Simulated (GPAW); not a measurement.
# Sn K-edge XANES of SnSe (Fm-3m), part 2 of 3

Aim: the dependence of the Sn K near-edge features of SnSe (Fm-3m) on volume.

GPAW 26.7.0; X-ray absorption from dipole matrix elements to empty bands, plane-wave PAW LDA.

So far. Step 2 (The field without a hole): The mesh shows a gap of 0.73 eV, so the hole is first treated in a charged cell, without the excited electron.

**4. Spectrum with FCH, Sn atom 1**

The holes are 6.0 Å apart. In GPAW the data set carries the hole's charge, so charge=0 means a charged cell and charge=-1 a neutral one. The excited electron is left out and a uniform background balances the charge. After the field has converged, empty bands are computed with the density fixed and the dipole matrix elements are summed.

The absorber has 6 Se at 3.01 Å (octahedral, site symmetry m-3m).

xas.py

```python
import numpy as np
from ase import Atoms
from ase.parallel import parprint, paropen
from gpaw import GPAW, PW, FermiDirac, Mixer, MixerDif, setup_paths
from gpaw.test import gen
setup_paths.insert(0, '.')
gen('Sn', name='fch1s', xcname='LDA', corehole=(1, 0, 1), write_xml=True)
from gpaw.mpi import world
world.barrier()

atoms = Atoms('Sn4Se4',
    cell=[[0, -6.02, 0],
     [-6.02, 0, 0],
     [0, 0, -6.02]],
    scaled_positions=[[0, 0, 0],
     [0.5, 0, 0.5],
     [0, 0.5, 0.5],
     [0.5, 0.5, 0],
     [0.5, 0.5, 0.5],
     [0, 0.5, 0],
     [0.5, 0, 0],
     [0, 0, 0.5]],
    pbc=True)
atoms.calc = calc = GPAW(legacy_gpaw=True, mode=PW(430), xc='LDA', setups={0: 'fch1s'},
    kpts={'size': (3, 3, 3), 'gamma': True}, occupations=FermiDirac(0.02),
    charge=0, mixer=Mixer(0.1, 5, 50), maxiter=150,
    convergence={'density': 0.0001}, txt='scf.txt')
energy = atoms.get_potential_energy() + calc.get_reference_energy()
ef = calc.get_fermi_level()
out = dict(energy=energy, fermi=ef, forces=atoms.get_forces().tolist())
parprint(f'all-electron energy {energy:.4f} eV, Fermi level {ef:.4f} eV')
ev = np.array([[calc.get_eigenvalues(k, s) for k in range(len(calc.get_ibz_k_points()))] for s in range(calc.get_number_of_spins())])
out['homo'], out['lumo'], out['counts'] = ev[ev < ef].max(), ev[ev > ef].min(), sorted(set((ev < ef).sum((0, 2)).tolist()))
out['filled'] = (ev[:, 0] < ef).sum(1).tolist()

from ase.units import Ha
from gpaw.xas import dipole_matrix_elements
nb = int(calc.get_number_of_electrons() / 2) + 132
top, nb = nb, nb + 8 + nb // 12
nscf = calc.fixed_density(kpts={'size': (3, 3, 3), 'gamma': True}, nbands=nb,
    convergence={'bands': top, 'eigenstates': 1e-5}, maxiter=60, txt='nscf.txt')
cell = atoms.cell.array
ops = [cell.T @ U.T @ np.linalg.inv(cell.T) for U in nscf.wfs.kd.symmetry.op_scc]
filled = [40]  # bands filled in the ground state, by spin
E = np.arange(-6, 34, 0.1)
fwhm = np.interp(E, [4, 25], [8.49, 8.49])
Y, X, zero, highest = 0, 0, 1e9, 1e9
for spin in range(nscf.get_number_of_spins()):
    wfs = nscf.wfs
    A = dipole_matrix_elements(wfs.setups[0])
    eps = np.zeros((wfs.kd.nibzkpts, nb))
    d = np.zeros((3, A.shape[1], wfs.kd.nibzkpts, nb), complex)
    for kpt in wfs.kpt_u:
        if kpt.s == spin and 0 in kpt.P_ani:
            eps[kpt.k] = kpt.eps_n * Ha
            d[:, :, kpt.k] = (kpt.weight * wfs.nspins / 2) ** 0.5 * np.inner(A, kpt.P_ani[0])
    world.sum(eps)
    world.sum(d)
    T = np.einsum('amkn,bmkn->abkn', d, d.conj()).real
    T = sum(np.einsum('ai,ijkn,bj->abkn', R, T, R) for R in ops) / len(ops)
    empty = np.ones_like(eps, bool) & (np.arange(nb) >= filled[spin])
    zero, highest = min(zero, eps[empty].min()), min(highest, eps[:, top - 1].min())
    lines = [(eps, T, empty)] if spin == 0 else lines + [(eps, T, empty)]
for eps, T, empty in lines:
    f = np.einsum('aakn->akn', T).reshape(3, -1)
    x = eps.ravel() - zero
    w = np.interp(x, E, fwhm) / 2.35482
    g = np.exp(-0.5 * ((E[:, None] - x) / w) ** 2) / (w * (2 * np.pi) ** 0.5)
    Y = Y + (f * empty.ravel()) @ g.T
    X = X + (f * ~empty.ravel()) @ g.T
out.update(E=E.round(2).tolist(), xas=Y.tolist(), xes=X.tolist(), zero=zero, valid=highest - zero, nk=len(eps), nb=nb)
for i in range(0, len(E), 10):
    parprint(f'{E[i]:7.2f}', *(f'{v:10.3e}' for v in Y[:, i]))
import json
with paropen('out.json', 'w') as f:
    json.dump(out, f)
```

On the command line:

```bash
$ OMP_NUM_THREADS=1 mpirun -n 2 gpaw python xas.py
```

Numbers of over 12 decimals in the logs are rounded to 6 here.

Log:

```text
Input parameters:
  convergence: {density: 0.0001}
  kpts: {gamma: True,
         size: (3, 3, 3)}
  maxiter: 150
  mixer: {backend: pulay,
          beta: 0.1,
          method: separate,
          nmaxold: 5,
          weight: 50}
  mode: {ecut: 430.0,
         name: pw}
  occupations: {fixmagmom: False,
                name: fermi-dirac,
                width: 0.02}
  setups: {0: fch1s}

Initialize ...

[... PAW data sets ...]

Reference energy: -906266.524084  # eV

Spin-paired calculation

[... convergence settings ...]
Symmetries present (total): 48
  [... symmetry matrices ...]

27 k-points: 3 x 3 x 3 Monkhorst-Pack grid
4 k-points in the irreducible part of the Brillouin zone
       k-points in crystal coordinates                weights
   0:     0.00000000    0.00000000    0.00000000          1/27
   1:     0.33333333    0.00000000    0.00000000          6/27
   2:     0.33333333    0.33333333    0.00000000         12/27
   3:     0.33333333    0.33333333    0.33333333          8/27

Wave functions: Plane wave expansion
  Cutoff energy: 430.000 eV
  Number of coefficients (min, max): 4385, 4438
  Pulay-stress correction: 0.000000 eV/Ang^3 (de/decut=0.000000)
  Using FFTW library
  Wavefunction extrapolation:
    Improved wavefunction reuse through dual PAW basis

Occupation numbers: Fermi-Dirac:
  width: 0.0200  # eV

Eigensolver
   Davidson(niter=2)

Densities:
  Coarse grid: 30*30*30 grid
  Fine grid: 60*60*60 grid
  Total Charge: 1.000000

Density mixing:
  Method: separate
  Backend: pulay
  Linear mixing parameter: 0.1
  old densities: 5
  Width of damping distribution: 1.1
  Damping of long wavelength oscillations: 50

[... Hamiltonian set-up ...]
Number of atoms: 8
Number of atomic orbitals: 52
Number of bands in calculation: 52
Number of valence electrons: 80
Bands to converge: occupied

... initialized

Initializing position-dependent things.

Density initialized from atomic densities
Creating initial wave functions:
  52 bands from LCAO basis set

         Se     Sn
       Sn     Se

         Sn     Se
       Se     Sn

Atomic positions and initial magnetic moments

Positions:
   0 Sn     0.000000    0.000000    0.000000    ( 0.0000,  0.0000,  0.0000)
   1 Sn     0.000000   -3.010000   -3.010000    ( 0.0000,  0.0000,  0.0000)
   2 Sn    -3.010000    0.000000   -3.010000    ( 0.0000,  0.0000,  0.0000)
   3 Sn    -3.010000   -3.010000    0.000000    ( 0.0000,  0.0000,  0.0000)
   4 Se    -3.010000   -3.010000   -3.010000    ( 0.0000,  0.0000,  0.0000)
   5 Se    -3.010000    0.000000    0.000000    ( 0.0000,  0.0000,  0.0000)
   6 Se     0.000000   -3.010000    0.000000    ( 0.0000,  0.0000,  0.0000)
   7 Se     0.000000    0.000000   -3.010000    ( 0.0000,  0.0000,  0.0000)

Unit cell:
           periodic     x           y           z      points  spacing
  1. axis:    yes    0.000000   -6.020000    0.000000    30     0.2007
  2. axis:    yes   -6.020000    0.000000    0.000000    30     0.2007
  3. axis:    yes    0.000000    0.000000   -6.020000    30     0.2007

  Lengths:   6.020000   6.020000   6.020000
  Angles:   90.000000  90.000000  90.000000

Effective grid spacing dv^(1/3) = 0.2007

iter:   1   -53.756232
iter:   2   -53.187902   -1.62  -1.26
iter:   3   -52.984422   -2.66  -1.43
iter:   4   -52.737947   -2.37  -1.52
iter:   5   -52.711276   -3.17  -1.84
iter:   6   -52.706548c  -3.81  -2.30
iter:   7   -52.704706c  -4.51  -2.70
iter:   8   -52.704598c  -5.07  -3.16
iter:   9   -52.704474c  -5.37  -3.22
iter:  10   -52.704469c  -5.90  -3.60
iter:  11   -52.704469c  -6.59  -3.81
iter:  12   -52.704468c  -6.70  -3.90
iter:  13   -52.704468c  -7.52c -4.15c

Converged after 13 iterations.

Dipole moment: (0.000000, 0.000000, 0.000000) |e|*Ang

Energy contributions relative to reference atoms: (reference = -906266.524084)

Kinetic:         -5.755833
Potential:      -17.888714
External:        +0.000000
XC:             -29.204217
Entropy (-ST):   -0.000000
Local:           +0.144297
SIC:             +0.000000
--------------------------
Free energy:    -52.704468
Extrapolated:   -52.704468

Showing only first 2 kpts
 Kpt  Band  Eigenvalues  Occupancy
  0    38      3.63030    2.00000
  0    39      3.63030    2.00000
  0    40      8.83161    0.00000
  0    41      8.83161    0.00000

  1    38      4.05550    2.00000
  1    39      4.90027    2.00000
  1    40      6.34310    0.00000
[...]
Fermi level: 5.69788

Gap: 0.729 eV
Transition (v -> c):
  (s=0, k=2, n=39, [0.33, 0.33, 0.00]) -> (s=0, k=3, n=40, [0.33, 0.33, 0.33])
Direct/indirect transitions are different
Direct gap: 0.819 eV
Transition at: (s=0, k=2, n=39, [0.33, 0.33, 0.00])

Forces in eV/Ang:
  0 Sn   -0.00000   -0.00000   -0.00000
  1 Sn    0.00000    0.00000    0.00000
  2 Sn    0.00000    0.00000   -0.00000
  3 Sn   -0.00000    0.00000    0.00000
  4 Se    0.00000    0.00000    0.00000
  5 Se   -0.00000    0.00000    0.00000
  6 Se    0.00000    0.00000    0.00000
  7 Se   -0.00000    0.00000    0.00000
Scalar-relativistic atomic LDA calculation for Sn (Tin, Z=50)
Core hole in 1s state (1s occupation: 1.0)
750 radial gridpoints.
|------------------------------------------------|
|------------------------------------------------|
[... the atom generator's iteration count ...]

Energy contributions:
-------------------------
Kinetic:    +5276.056261
XC:          -143.890541
Potential: -10225.661103
-------------------------
Total:      -5093.495383

state      eigenvalue         ekin         rmax
-----------------------------------------------
1s^1.0 : -1088.196241  1367.904766        0.019
2s^2.0 :  -167.334963   290.036643        0.105
2p^6.0 :  -152.111082   277.465433        0.083
3s^2.0 :   -33.069662    83.401320        0.303
3p^6.0 :   -27.833859    78.099019        0.294
3d^10.0:   -19.332510    71.560928        0.244
4s^2.0 :    -5.688765    22.953194        0.727
4p^6.0 :    -4.044466    19.741147        0.763
4d^10.0:    -1.556882    13.630167        0.846
5s^2.0 :    -0.761474     3.525616        1.879
5p^2.0 :    -0.450294     2.286700        2.241
-----------------------------------------------
(units: Bohr and Hartree)

Generating PAW setup
Kinetic energy of the core from tauc = 5260.686108730145
Cutoffs:
rc(s)=2.270
rc(p)=2.400
rc(d)=2.240
rc(vbar)=2.250
rc(comp)=2.260
rc(nct)=2.400

Kinetic energy of the core states: 5128.129960
Charge: 1.0
Core electrons: 35.0
Valence electrons: 14.0
Pseudo-core charge: 0.221958
Shape function alpha=1.958
Pseudo-electron charge 6.372038
state    eigenvalue         norm
--------------------------------
5s(2) :    -0.761474     1.228420
*s    :     0.238526
5p(2) :    -0.450294     1.048618
*p    :     0.549706
4d(10):    -1.556882     0.159600
*d    :    -0.556882
--------------------------------

Diagonalizing with gridspacing h=0.050

state   all-electron     PAW
-------------------------------
5s:      -0.761474    -0.762236
5p:      -0.450294    -0.451667
4d:      -1.556882    -1.557625
*f:                   -0.025424
-------------------------------
all-electron energy -906319.2286 eV, Fermi level 5.6979 eV
[...]
31.00  1.415e-08  1.415e-08  1.415e-08
  32.00  1.397e-08  1.397e-08  1.397e-08
  33.00  1.385e-08  1.385e-08  1.385e-08
```

Elapsed: 57 s, on 2 MPI ranks of Arm Neoverse V1, shared host; peak memory 0.33 GiB.

The Sn K spectrum, Sn atom 1, full core hole (charged cell) (energy from the lowest empty level; intensity scaled to a mean of 1 over the first 20 eV):

| E (eV) | intensity |
| --- | --- |
| -2.0 | 1.03 |
| -1.0 | 1.24 |
| 0.0 | 1.41 |
| 1.0 | 1.50 |
| 2.0 | 1.51 |
| 3.0 | 1.45 |
| 4.0 | 1.32 |
| 5.0 | 1.18 |
| 6.0 | 1.03 |
| 7.0 | 0.92 |
| 8.0 | 0.84 |
| 9.0 | 0.80 |
| 10.0 | 0.79 |
| 11.0 | 0.80 |
| 12.0 | 0.81 |
| 13.0 | 0.82 |
| 14.0 | 0.83 |
| 15.0 | 0.84 |
| 16.0 | 0.84 |
| 17.0 | 0.85 |
| 18.0 | 0.86 |
| 19.0 | 0.88 |
| 20.0 | 0.90 |
| 21.0 | 0.93 |
| 22.0 | 0.95 |
| 23.0 | 0.98 |
| 24.0 | 0.99 |
| 25.0 | 0.99 |
| 26.0 | 0.98 |
| 27.0 | 0.95 |
| 28.0 | 0.92 |
| 29.0 | 0.88 |
| 30.0 | 0.85 |
| 31.0 | 0.84 |

Main maxima below 27 eV (height): 1.6 eV (1.52) and 24.6 eV (0.99). A K edge sees empty p states on the absorber.

The energy difference (zero at 29257 eV) isn't read as a photon energy: for so heavy an absorber the terms left out (the hole's spin, the functional's error) amount to tens of eV or more.

**5. Supercell without a hole, the energy reference**

The cell changes for the next run, so it gets a reference energy of its own.

The cell differs from the one that the last finished run ended in (a 6.020 → 5.897 Å, b 6.020 → 5.897 Å, c 6.020 → 5.897 Å).

scf.py

```python
import numpy as np
from ase import Atoms
from ase.parallel import parprint, paropen
from gpaw import GPAW, PW, FermiDirac, Mixer, MixerDif, setup_paths
from gpaw.test import gen
setup_paths.insert(0, '.')
gen('Sn', name='nch1s', xcname='LDA', corehole=(1, 0, 0), write_xml=True)
from gpaw.mpi import world
world.barrier()

atoms = Atoms('Sn4Se4',
    cell=[[0, -5.89710837, 0],
     [-5.89710837, 0, 0],
     [0, 0, -5.89710837]],
    scaled_positions=[[0, 0, 0],
     [0.5, 0, 0.5],
     [0, 0.5, 0.5],
     [0.5, 0.5, 0],
     [0.5, 0.5, 0.5],
     [0, 0.5, 0],
     [0.5, 0, 0],
     [0, 0, 0.5]],
    pbc=True)
atoms.calc = calc = GPAW(legacy_gpaw=True, mode=PW(430), xc='LDA', setups={0: 'nch1s'},
    kpts={'size': (3, 3, 3), 'gamma': True}, occupations=FermiDirac(0.02),
    charge=0, mixer=Mixer(0.1, 5, 50), maxiter=150,
    convergence={'density': 0.0001}, txt='scf.txt')
energy = atoms.get_potential_energy() + calc.get_reference_energy()
ef = calc.get_fermi_level()
out = dict(energy=energy, fermi=ef, forces=atoms.get_forces().tolist())
parprint(f'all-electron energy {energy:.4f} eV, Fermi level {ef:.4f} eV')
ev = np.array([[calc.get_eigenvalues(k, s) for k in range(len(calc.get_ibz_k_points()))] for s in range(calc.get_number_of_spins())])
out['homo'], out['lumo'], out['counts'] = ev[ev < ef].max(), ev[ev > ef].min(), sorted(set((ev < ef).sum((0, 2)).tolist()))
out['filled'] = (ev[:, 0] < ef).sum(1).tolist()
import json
with paropen('out.json', 'w') as f:
    json.dump(out, f)
```

On the command line:

```bash
$ OMP_NUM_THREADS=1 mpirun -n 2 gpaw python scf.py
```

Log:

```text
Input parameters:
  convergence: {density: 0.0001}
  kpts: {gamma: True,
         size: (3, 3, 3)}
  maxiter: 150
  mixer: {backend: pulay,
          beta: 0.1,
          method: separate,
          nmaxold: 5,
          weight: 50}
  mode: {ecut: 430.0,
         name: pw}
  occupations: {fixmagmom: False,
                name: fermi-dirac,
                width: 0.02}
  setups: {0: nch1s}

Initialize ...

[...]
*s    :     0.603157
5p(2) :    -0.142200     1.024228
*p    :     0.857800
4d(10):    -0.952163     0.215312
*d    :     0.047837
--------------------------------

Diagonalizing with gridspacing h=0.050

state   all-electron     PAW
-------------------------------
5s:      -0.396843    -0.397377
5p:      -0.142200    -0.142842
4d:      -0.952163    -0.953074
*f:                    0.066259
-------------------------------
all-electron energy -935570.2736 eV, Fermi level 6.8118 eV
[key lines of the parts left out:]
Converged after 11 iterations.
Dipole moment: (0.000000, 0.000000, 0.000000) |e|*Ang
Free energy:    -39.231825
Fermi level: 6.81180
```

Elapsed: 12 s, on 2 MPI ranks; peak memory 0.23 GiB.

Reference energy: -935570.274 eV with the cores included.

**6. Spectrum with FCH, Sn atom 1**

Shorter bonds are expected to push antibonding states and scattering resonances up, and longer ones down; the cell is scaled to test that.

Changed against the first core-hole run: volume scale from 1 to 0.94.

Changes to xas.py since step 4:

```diff
@@ -11,5 +11,5 @@
 atoms = Atoms('Sn4Se4',
-    cell=[[0, -6.02, 0],
-     [-6.02, 0, 0],
-     [0, 0, -6.02]],
+    cell=[[0, -5.89710837, 0],
+     [-5.89710837, 0, 0],
+     [0, 0, -5.89710837]],
     scaled_positions=[[0, 0, 0],
@@ -37,3 +37,3 @@
 from gpaw.xas import dipole_matrix_elements
-nb = int(calc.get_number_of_electrons() / 2) + 132
+nb = int(calc.get_number_of_electrons() / 2) + 125
 top, nb = nb, nb + 8 + nb // 12
```

On the command line:

```bash
$ OMP_NUM_THREADS=1 mpirun -n 2 gpaw python xas.py
```

Log:

```text
Input parameters:
  convergence: {density: 0.0001}
  kpts: {gamma: True,
         size: (3, 3, 3)}
  maxiter: 150
  mixer: {backend: pulay,
          beta: 0.1,
          method: separate,
          nmaxold: 5,
          weight: 50}
  mode: {ecut: 430.0,
         name: pw}
  occupations: {fixmagmom: False,
                name: fermi-dirac,
                width: 0.02}
  setups: {0: fch1s}

Initialize ...

[...]
*d    :    -0.556882
--------------------------------

Diagonalizing with gridspacing h=0.050

state   all-electron     PAW
-------------------------------
5s:      -0.761474    -0.762236
5p:      -0.450294    -0.451667
4d:      -1.556882    -1.557625
*f:                   -0.025424
-------------------------------
all-electron energy -906320.1946 eV, Fermi level 6.5081 eV
[...]
32.00  1.372e-08  1.372e-08  1.372e-08
  33.00  1.326e-08  1.326e-08  1.326e-08
[key lines of the parts left out:]
Converged after 13 iterations.
Dipole moment: (0.000000, 0.000000, 0.000000) |e|*Ang
Free energy:    -53.670478
Fermi level: 6.50807
```

It took 52 s on 2 MPI ranks; peak memory 0.31 GiB.

| E (eV) | first run | this run |
| --- | --- | --- |
| -2.0 | 1.03 | 1.00 |
| -1.0 | 1.24 | 1.21 |
| 0.0 | 1.41 | 1.38 |
| 1.0 | 1.50 | 1.48 |
| 2.0 | 1.51 | 1.51 |
| 3.0 | 1.45 | 1.45 |
| 4.0 | 1.32 | 1.34 |
| 5.0 | 1.18 | 1.20 |
| 6.0 | 1.03 | 1.06 |
| 7.0 | 0.92 | 0.95 |
| 8.0 | 0.84 | 0.86 |
| 9.0 | 0.80 | 0.82 |
| 10.0 | 0.79 | 0.80 |
| 11.0 | 0.80 | 0.80 |
| 12.0 | 0.81 | 0.81 |
| 13.0 | 0.82 | 0.82 |
| 14.0 | 0.83 | 0.82 |
| 15.0 | 0.84 | 0.83 |
| 16.0 | 0.84 | 0.83 |
| 17.0 | 0.85 | 0.83 |
| 18.0 | 0.86 | 0.84 |
| 19.0 | 0.88 | 0.85 |
| 20.0 | 0.90 | 0.87 |
| 21.0 | 0.93 | 0.89 |
| 22.0 | 0.95 | 0.92 |
| 23.0 | 0.98 | 0.95 |
| 24.0 | 0.99 | 0.98 |
| 25.0 | 0.99 | 0.99 |
| 26.0 | 0.98 | 0.99 |
| 27.0 | 0.95 | 0.98 |
| 28.0 | 0.92 | 0.95 |
| 29.0 | 0.88 | 0.91 |
| 30.0 | 0.85 | 0.88 |
| 31.0 | 0.84 | 0.84 |

The scaled spectrum changes by 2 % r.m.s. The highest intensity below 24 eV goes from 1.6 eV (1.52) to 1.8 eV (1.51).

The photon energy of the zero moves by +0.00 eV.

**7. Reference energy of the supercell**

The cell changes for the next run, so it gets a reference energy of its own.

The cell differs from the one that the last finished run ended in (a 5.897 → 5.959 Å, b 5.897 → 5.959 Å, c 5.897 → 5.959 Å).

Changes to scf.py since step 5:

```diff
@@ -11,5 +11,5 @@
 atoms = Atoms('Sn4Se4',
-    cell=[[0, -5.89710837, 0],
-     [-5.89710837, 0, 0],
-     [0, 0, -5.89710837]],
+    cell=[[0, -5.95918776, 0],
+     [-5.95918776, 0, 0],
+     [0, 0, -5.95918776]],
     scaled_positions=[[0, 0, 0],
```

On the command line:

```bash
$ OMP_NUM_THREADS=1 mpirun -n 2 gpaw python scf.py
```

Log:

```text
Input parameters:
  convergence: {density: 0.0001}
  kpts: {gamma: True,
         size: (3, 3, 3)}
  maxiter: 150
  mixer: {backend: pulay,
          beta: 0.1,
          method: separate,
          nmaxold: 5,
          weight: 50}
  mode: {ecut: 430.0,
         name: pw}
  occupations: {fixmagmom: False,
                name: fermi-dirac,
                width: 0.02}
  setups: {0: nch1s}

Initialize ...

[...]
*s    :     0.603157
5p(2) :    -0.142200     1.024228
*p    :     0.857800
4d(10):    -0.952163     0.215312
*d    :     0.047837
--------------------------------

Diagonalizing with gridspacing h=0.050

state   all-electron     PAW
-------------------------------
5s:      -0.396843    -0.397377
5p:      -0.142200    -0.142842
4d:      -0.952163    -0.953074
*f:                    0.066259
-------------------------------
all-electron energy -935570.2077 eV, Fermi level 6.3989 eV
[key lines of the parts left out:]
Converged after 12 iterations.
Dipole moment: (0.000000, 0.000000, 0.000000) |e|*Ang
Free energy:    -39.165900
Fermi level: 6.39888
```

Wall time 13 s (2 MPI ranks); peak memory 0.23 GiB.

Reference energy: -935570.208 eV with the cores included.

[end of part 2 of 3]

[Banner, clock and machine lines of the logs are left out without a mark of their own.]

[Logs are printed without paths, hosts, clocks, repeated set-up lines and the standing remarks that a program may print on its own settings, such as how far it seeks lower states.]

[Hosts, paths, dates, database ids (printed as entryN), source tags and the programs' standing remarks are cut or masked in the printed files.]

[Lists of maxima count a maximum above −3 eV only where it reaches 4 % of the highest in the window and stands out from its surroundings by 2 % of it (1.5 % where it reaches 55 %); shoulders and weaker maxima are passed over, and of the rest the first, up to two pre-edge ones and the few strongest are named.]
